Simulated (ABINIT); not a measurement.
# Ca2Si (Fm-3m): G0W0 in ABINIT against the exchange cutoff

Aim: move the exchange cutoff of a G0W0 run on Ca2Si (Fm-3m) over a wide range.

Main program and level: ABINIT 10.8.3; LDA and many-body steps on it, plane waves.

## 1. Starting point

It takes space group Fm-3m (No. 225, cubic). The conventional cell has a = 7.170 Å, b = 7.170 Å, c = 7.170 Å, α = 90.00°, β = 90.00°, γ = 90.00°. Nearest to Ca lie 4 Si at 3.10 Å. Nearest to Si lie 8 Ca at 3.10 Å. Farther neighbours are not listed.

The cell and positions are those that the Materials Project relaxed with its own functionals (PBE, PBE+U or r2SCAN), kept fixed.

## 2. Screening, 2×2×2 mesh, 49 bands, screening to 106.1 eV

This step: ABINIT 10.8.3; RPA screening on LDA, plane waves, norm-conserving pseudopotentials.

The RPA dielectric matrix is built and inverted for each q.

run.abi

```
acell 3*1.0 Angstrom
rprim 
  -0.000000000000 3.585232820000 3.585232820000
  3.585232820000 -0.000000000000 3.585232820000
  3.585232820000 3.585232820000 -0.000000000000
ntypat 2
znucl 20 14
natom 3
typat 1 1 2
xred 
  0.750000000000 0.750000000000 0.750000000000
  0.250000000000 0.250000000000 0.250000000000
  0.000000000000 0.000000000000 0.000000000000
pp_dirpath "pseudos"
pseudos "Ca.upf, Si.upf"
ecut 30
ngkpt 2 2 2
nshiftk 1
shiftk 0 0 0
kptopt 1
chksymbreak 0
istwfk *1
occopt 1
irdwfk 1
optdriver 3
nband 49
ecuteps 3.9
inclvkb 2
awtr 1
symchi 1
indata_prefix "in"
outdata_prefix "out"
tmpdata_prefix "tmp"
```

Started as:

```bash
$ OMP_NUM_THREADS=1 mpirun -n 4 abinit run.abi > log
```

The log of the run:

```text
.Version 10.8.3 of ABINIT. v10.8.2 released Aug 2026.

 Symmetries : space group Fm -3 m (#225); Bravais cF (face-center cubic)
[... echo of the input left out ...]
== DATASET  1 ==================================================================
-   mpi_nproc: 4, omp_nthreads: 1 (-1 if OMP is not activated)

--- !DatasetInfo
iteration_state: {dtset: 1, }
dimensions: {natom: 3, nkpt: 3, mband: 49, nsppol: 1, nspinor: 1, nspden: 1, mpw: 4910, }
cutoff_energies: {ecut:  30.0, pawecutdg:  -1.0, }
electrons: {nelect:   2.40000000E+01, charge:   0.00000000E+00, occopt:   1.00000000E+00, tsmear:   1.00000000E-02, }

 SCREENING: Calculation of the susceptibility and dielectric matrices

 Based on a program developped by R.W. Godby, V. Olevano, G. Onida, and L. Reining.
 Incorporated in ABINIT by V. Olevano, G.-M. Rignanese, and M. Torrent.
.Using double precision arithmetic ; gwpc =  8

[... cell and pseudopotentials left out ...]
--------------------------------------------------------------------------------

 ==== K-mesh for the wavefunctions ====
 Number of points in the irreducible wedge :     3
[... list of points left out ...]
 Together with 48 symmetry operations and time-reversal symmetry
 yields     8 points in the full Brillouin Zone.

 ==== Q-mesh for the screening function ====
 Number of points in the irreducible wedge :     3
[... list of points left out ...]
 Together with 48 symmetry operations and time-reversal symmetry
 yields     8 points in the full Brillouin Zone.

 setmesh: FFT mesh size selected  =    32x   32x   32
          total number of points  =        32768

 vcoul_init : cutoff-mode = AUXILIARY_FUNCTION
 q-points for optical limit:   1
     1)      0.000010    0.000020    0.000030

- screening: taking advantage of time-reversal symmetry
- Maximum band index for partially occupied states nbvw = 12
- Remaining bands to be divided among processors   nbcw = 37
- Number of bands treated by each node ~9

 Number of electrons calculated from density =   24.0000; Expected =   24.0000
 average of density, n =  0.038586
 r_s =    1.8358
 omega_plasma =   18.9484 [eV]

 calculating chi0 at frequencies [eV] :
  1    0.000000E+00    0.000000E+00
  2    0.000000E+00    1.894837E+01

--------------------------------------------------------------------------------
  q-point number  1        q = ( 0.000000, 0.000000, 0.000000) [r.l.u.]
--------------------------------------------------------------------------------
[... chi0 elements left out ...]
 For q-point:  0.000010 0.000020 0.000030
  dielectric constant =  68.2305
  dielectric constant without local fields =  90.5832

  Average fulfillment of the sum rule on Im[epsilon] for q-point    1 :     49.54  [%]
[... wings left out ...]
  q-point number  2        q = ( 0.500000, 0.000000, 0.000000) [r.l.u.]
--------------------------------------------------------------------------------
[... chi0 elements left out ...]
  Average fulfillment of the sum rule on Im[epsilon] for q-point    2 :     58.71  [%]

 [... 1 further q-points ...]
```

Elapsed: 3.9 s, on 4 MPI ranks of Arm Neoverse V1, shared host; peak memory 0.51 GiB.

This step gave:

- ε∞ with local fields, on this mesh, along the program's q direction: 68.23
- the same without local fields: 90.58
- plasma frequency: 18.95 eV
- plane waves in the screening matrix: 259

Local fields lower ε∞ by 25 %. On a Γ-centred mesh this coarse the value itself is usually too large, while a short band sum pulls it down.

## 3. 3 Ha

This step: G0W0 on LDA, plane waves, norm-conserving pseudopotentials.

Edit run.abi of step 2 so:

```diff
@@ -24,8 +24,17 @@
 irdwfk 1
-optdriver 3
+optdriver 4
 nband 49
+gwcalctyp 0
+ecutsigx 3
+symsigma 1
+nkptgw 2
+kptgw 
+  0.5000000000 0.5000000000 0.0000000000
+  0.0000000000 0.0000000000 0.0000000000
+bdgw 
+  11 14
+  10 15
 ecuteps 3.9
-inclvkb 2
-awtr 1
-symchi 1
+irdscr 1
+ppmodel 1
 indata_prefix "in"
```

The log of the run:

```text
.Version 10.8.3 of ABINIT. v10.8.2 released Aug 2026.

 Symmetries : space group Fm -3 m (#225); Bravais cF (face-center cubic)
[... echo of the input left out ...]
== DATASET  1 ==================================================================
-   mpi_nproc: 4, omp_nthreads: 1 (-1 if OMP is not activated)

--- !DatasetInfo
iteration_state: {dtset: 1, }
dimensions: {natom: 3, nkpt: 3, mband: 49, nsppol: 1, nspinor: 1, nspden: 1, mpw: 4910, }
cutoff_energies: {ecut:  30.0, pawecutdg:  -1.0, }
electrons: {nelect:   2.40000000E+01, charge:   0.00000000E+00, occopt:   1.00000000E+00, tsmear:   1.00000000E-02, }

 SIGMA: Calculation of the GW corrections

 Based on a program developped by R.W. Godby, V. Olevano, G. Onida, and L. Reining.
 Incorporated in ABINIT by V. Olevano, G.-M. Rignanese, and M. Torrent.
.Using double precision arithmetic ; gwpc =  8

[... cell and pseudopotentials left out ...]
--------------------------------------------------------------------------------

 ==== K-mesh for the wavefunctions ====
 Number of points in the irreducible wedge :     3
[... list of points left out ...]
 Together with 48 symmetry operations and time-reversal symmetry
 yields     8 points in the full Brillouin Zone.

 ==== Q-mesh for screening function ====
 Number of points in the irreducible wedge :     3
[... list of points left out ...]
 Together with 48 symmetry operations and time-reversal symmetry
 yields     8 points in the full Brillouin Zone.

 vcoul_init : cutoff-mode = AUXILIARY_FUNCTION
 q-points for optical limit:   1
     1)      0.000010    0.000020    0.000030
 setmesh: FFT mesh size selected  =    32x   32x   32
          total number of points  =        32768

 Number of electrons calculated from density =   24.0000; Expected =   24.0000
 average of density, n =  0.038586
 r_s =    1.8358
 omega_plasma =   18.9484 [eV]

 === KS Band Gaps ===
  >>>> For spin  1
   Minimum direct gap =   0.5088 [eV], located at k-point      :   0.5000  0.5000  0.0000
   Fundamental gap    =   0.5088 [eV], Top of valence bands at :   0.5000  0.5000  0.0000
                                       Bottom of conduction at :   0.5000  0.5000  0.0000
 SIGMA fundamental parameters:
 PLASMON POLE MODEL  1
 number of plane-waves for SigmaX                  169
 number of plane-waves for SigmaC and W            169
 number of plane-waves for wavefunctions          4909
 number of bands                                    49
 number of independent spin polarizations            1
 number of spinorial components                      1
 number of k-points in IBZ                           3
 number of q-points in IBZ                           3
 number of symmetry operations                      48
 number of k-points in BZ                            8
 number of q-points in BZ                            8
 number of frequencies for dSigma/dE                 9
 frequency step for dSigma/dE [eV]                0.25
 number of omega for Sigma on real axis              0
 max omega for Sigma on real axis  [eV]           0.00
 zcut for avoiding poles [eV]                     0.10

 EPSILON^-1 parameters (SCR file):
 dimension of the eps^-1 matrix on file            259
 dimension of the eps^-1 matrix used               169
 number of plane-waves for wavefunctions          4909
 number of bands                                    49
 number of q-points in IBZ                           3
 number of frequencies                               2
 number of real frequencies                          1
 number of imag frequencies                          1

 matrix elements of self-energy operator (all in [eV])

 Perturbative Calculation

--- !SelfEnergy_ee
iteration_state: {dtset: 1, }
kpoint     : [   0.500,    0.500,    0.000, ]
spin       : 1
KS_gap     :    0.509
QP_gap     :    1.168
Delta_QP_KS:    0.659
data: !SigmaeeData |
     Band     E0 <VxcDFT>   SigX SigC(E0)      Z dSigC/dE  Sig(E)    E-E0       E
       11   3.544  -9.945 -11.121   1.689   0.754  -0.326  -9.558   0.386   3.931
       12   3.544  -9.945 -11.121   1.689   0.754  -0.326  -9.558   0.386   3.931
       13   4.053  -8.148  -3.457  -3.343   0.775  -0.290  -7.102   1.046   5.099
       14   5.109 -10.552  -4.331  -3.749   0.766  -0.305  -8.658   1.894   7.003

--- !SelfEnergy_ee
iteration_state: {dtset: 1, }
kpoint     : [   0.000,    0.000,    0.000, ]
spin       : 1
KS_gap     :    2.037
QP_gap     :    1.996
Delta_QP_KS:   -0.040
data: !SigmaeeData |
     Band     E0 <VxcDFT>   SigX SigC(E0)      Z dSigC/dE  Sig(E)    E-E0       E
       10   3.150 -10.302 -10.822   1.481   0.753  -0.328  -9.578   0.724   3.874
       11   3.150 -10.302 -10.822   1.481   0.753  -0.328  -9.578   0.724   3.874
       12   3.150 -10.302 -10.822   1.481   0.753  -0.328  -9.578   0.724   3.874
       13   5.187  -8.012  -3.560  -3.566   0.771  -0.297  -7.329   0.684   5.871
       14   5.307 -11.657  -4.603  -3.961   0.761  -0.313  -9.302   2.355   7.662
       15   5.307 -11.657  -4.603  -3.961   0.761  -0.313  -9.302   2.355   7.662

== END DATASET(S) ==============================================================
================================================================================

 -outvars: echo values of variables after computation  --------
           etotal      0.0000000000E+00
            nband          49
             nkpt           3
          spgroup         225
 [... the other variables as echoed above ...]

 Calculation completed.
```

It took 3.2 s on 4 MPI ranks; peak memory 0.47 GiB.

Numbers from this step:

```
G0W0 gap on the points computed              : 1.168 eV
starting gap on the mesh                     : 0.5088 eV
k of the valence top                         : 0.5, 0.5, 0
k of the conduction bottom                   : 0.5, 0.5, 0
Z at the valence top                         : 0.754
Z at the conduction bottom                   : 0.775
least direct G0W0 gap on the computed points : 1.168 eV
```

## 4. 6 Ha

Edit run.abi of step 3 so:

```diff
@@ -27,3 +27,3 @@
 gwcalctyp 0
-ecutsigx 3
+ecutsigx 6
 symsigma 1
```

The log of the run:

```text
.Version 10.8.3 of ABINIT. v10.8.2 released Aug 2026.

 Symmetries : space group Fm -3 m (#225); Bravais cF (face-center cubic)
[... echo of the input left out ...]
== DATASET  1 ==================================================================
-   mpi_nproc: 4, omp_nthreads: 1 (-1 if OMP is not activated)

--- !DatasetInfo
iteration_state: {dtset: 1, }
dimensions: {natom: 3, nkpt: 3, mband: 49, nsppol: 1, nspinor: 1, nspden: 1, mpw: 4910, }
cutoff_energies: {ecut:  30.0, pawecutdg:  -1.0, }
electrons: {nelect:   2.40000000E+01, charge:   0.00000000E+00, occopt:   1.00000000E+00, tsmear:   1.00000000E-02, }

 SIGMA: Calculation of the GW corrections

 Based on a program developped by R.W. Godby, V. Olevano, G. Onida, and L. Reining.
 Incorporated in ABINIT by V. Olevano, G.-M. Rignanese, and M. Torrent.
.Using double precision arithmetic ; gwpc =  8

[... cell and pseudopotentials left out ...]
--------------------------------------------------------------------------------

 ==== K-mesh for the wavefunctions ====
 Number of points in the irreducible wedge :     3
[... list of points left out ...]
 Together with 48 symmetry operations and time-reversal symmetry
 yields     8 points in the full Brillouin Zone.

 ==== Q-mesh for screening function ====
 Number of points in the irreducible wedge :     3
[... list of points left out ...]
 Together with 48 symmetry operations and time-reversal symmetry
 yields     8 points in the full Brillouin Zone.

 vcoul_init : cutoff-mode = AUXILIARY_FUNCTION
 q-points for optical limit:   1
     1)      0.000010    0.000020    0.000030
 setmesh: FFT mesh size selected  =    36x   36x   36
          total number of points  =        46656

 Number of electrons calculated from density =   24.0000; Expected =   24.0000
[...]
number of omega for Sigma on real axis              0
 max omega for Sigma on real axis  [eV]           0.00
 zcut for avoiding poles [eV]                     0.10

 EPSILON^-1 parameters (SCR file):
 dimension of the eps^-1 matrix on file            259
 dimension of the eps^-1 matrix used               259
 number of plane-waves for wavefunctions          4909
 number of bands                                    49
 number of q-points in IBZ                           3
 number of frequencies                               2
 number of real frequencies                          1
 number of imag frequencies                          1

 matrix elements of self-energy operator (all in [eV])

 Perturbative Calculation

--- !SelfEnergy_ee
iteration_state: {dtset: 1, }
kpoint     : [   0.500,    0.500,    0.000, ]
spin       : 1
KS_gap     :    0.509
QP_gap     :    1.101
Delta_QP_KS:    0.592
data: !SigmaeeData |
     Band     E0 <VxcDFT>   SigX SigC(E0)      Z dSigC/dE  Sig(E)    E-E0       E
       11   3.544  -9.945 -11.302   1.681   0.753  -0.327  -9.700   0.245   3.789
       12   3.544  -9.945 -11.302   1.681   0.753  -0.327  -9.700   0.245   3.789
       13   4.053  -8.148  -3.731  -3.337   0.775  -0.290  -7.311   0.837   4.890
[...]
--- !SelfEnergy_ee
iteration_state: {dtset: 1, }
kpoint     : [   0.000,    0.000,    0.000, ]
spin       : 1
KS_gap     :    2.037
QP_gap     :    2.057
Delta_QP_KS:    0.021
data: !SigmaeeData |
     Band     E0 <VxcDFT>   SigX SigC(E0)      Z dSigC/dE  Sig(E)    E-E0       E
[...]
14   5.307 -11.657  -5.240  -3.925   0.761  -0.315  -9.762   1.895   7.202
       15   5.307 -11.657  -5.240  -3.925   0.761  -0.315  -9.762   1.895   7.202

== END DATASET(S) ==============================================================
================================================================================

 -outvars: echo values of variables after computation  --------
           etotal      0.0000000000E+00
            nband          49
             nkpt           3
          spgroup         225
 [... the other variables as echoed above ...]

 Calculation completed.
```

Elapsed: 4.1 s, on 4 MPI ranks; peak memory 0.49 GiB.

Numbers from this step:

```
G0W0 gap on the points computed              : 1.101 eV
starting gap on the mesh                     : 0.5088 eV
k of the valence top                         : 0.5, 0.5, 0
k of the conduction bottom                   : 0.5, 0.5, 0
Z at the valence top                         : 0.753
Z at the conduction bottom                   : 0.775
least direct G0W0 gap on the computed points : 1.101 eV
```

[end of part 1 of 2]

[Paths, hosts, dates, memory and timing lines, banners, echoed tables and standing remarks are left out of the program output.]

[Logs are printed without paths, hosts, clocks, repeated set-up lines and the standing remarks that a program may print on its own settings, such as how far it seeks lower states.]

[Runs of the session that timed out or met a known fault of the program may be left out.]

[No measured gap is set beside runs whose start may be inverted or whose files or cutoffs have a known fault.]

[Hosts, paths, dates, database ids (printed as entryN), source tags and the programs' standing remarks are cut or masked in the printed files.]

[G0W0 gaps are taken among the corrected bands and points alone; a level outside them can change the order at an edge.]

[Where Ansatz stands beside ABINIT at settings called matched, ABINIT's density can come from a denser mesh and the files from another edition; pairs whose starting gaps differed by over 0.03 eV were left out, so agreement reads better than it is.]
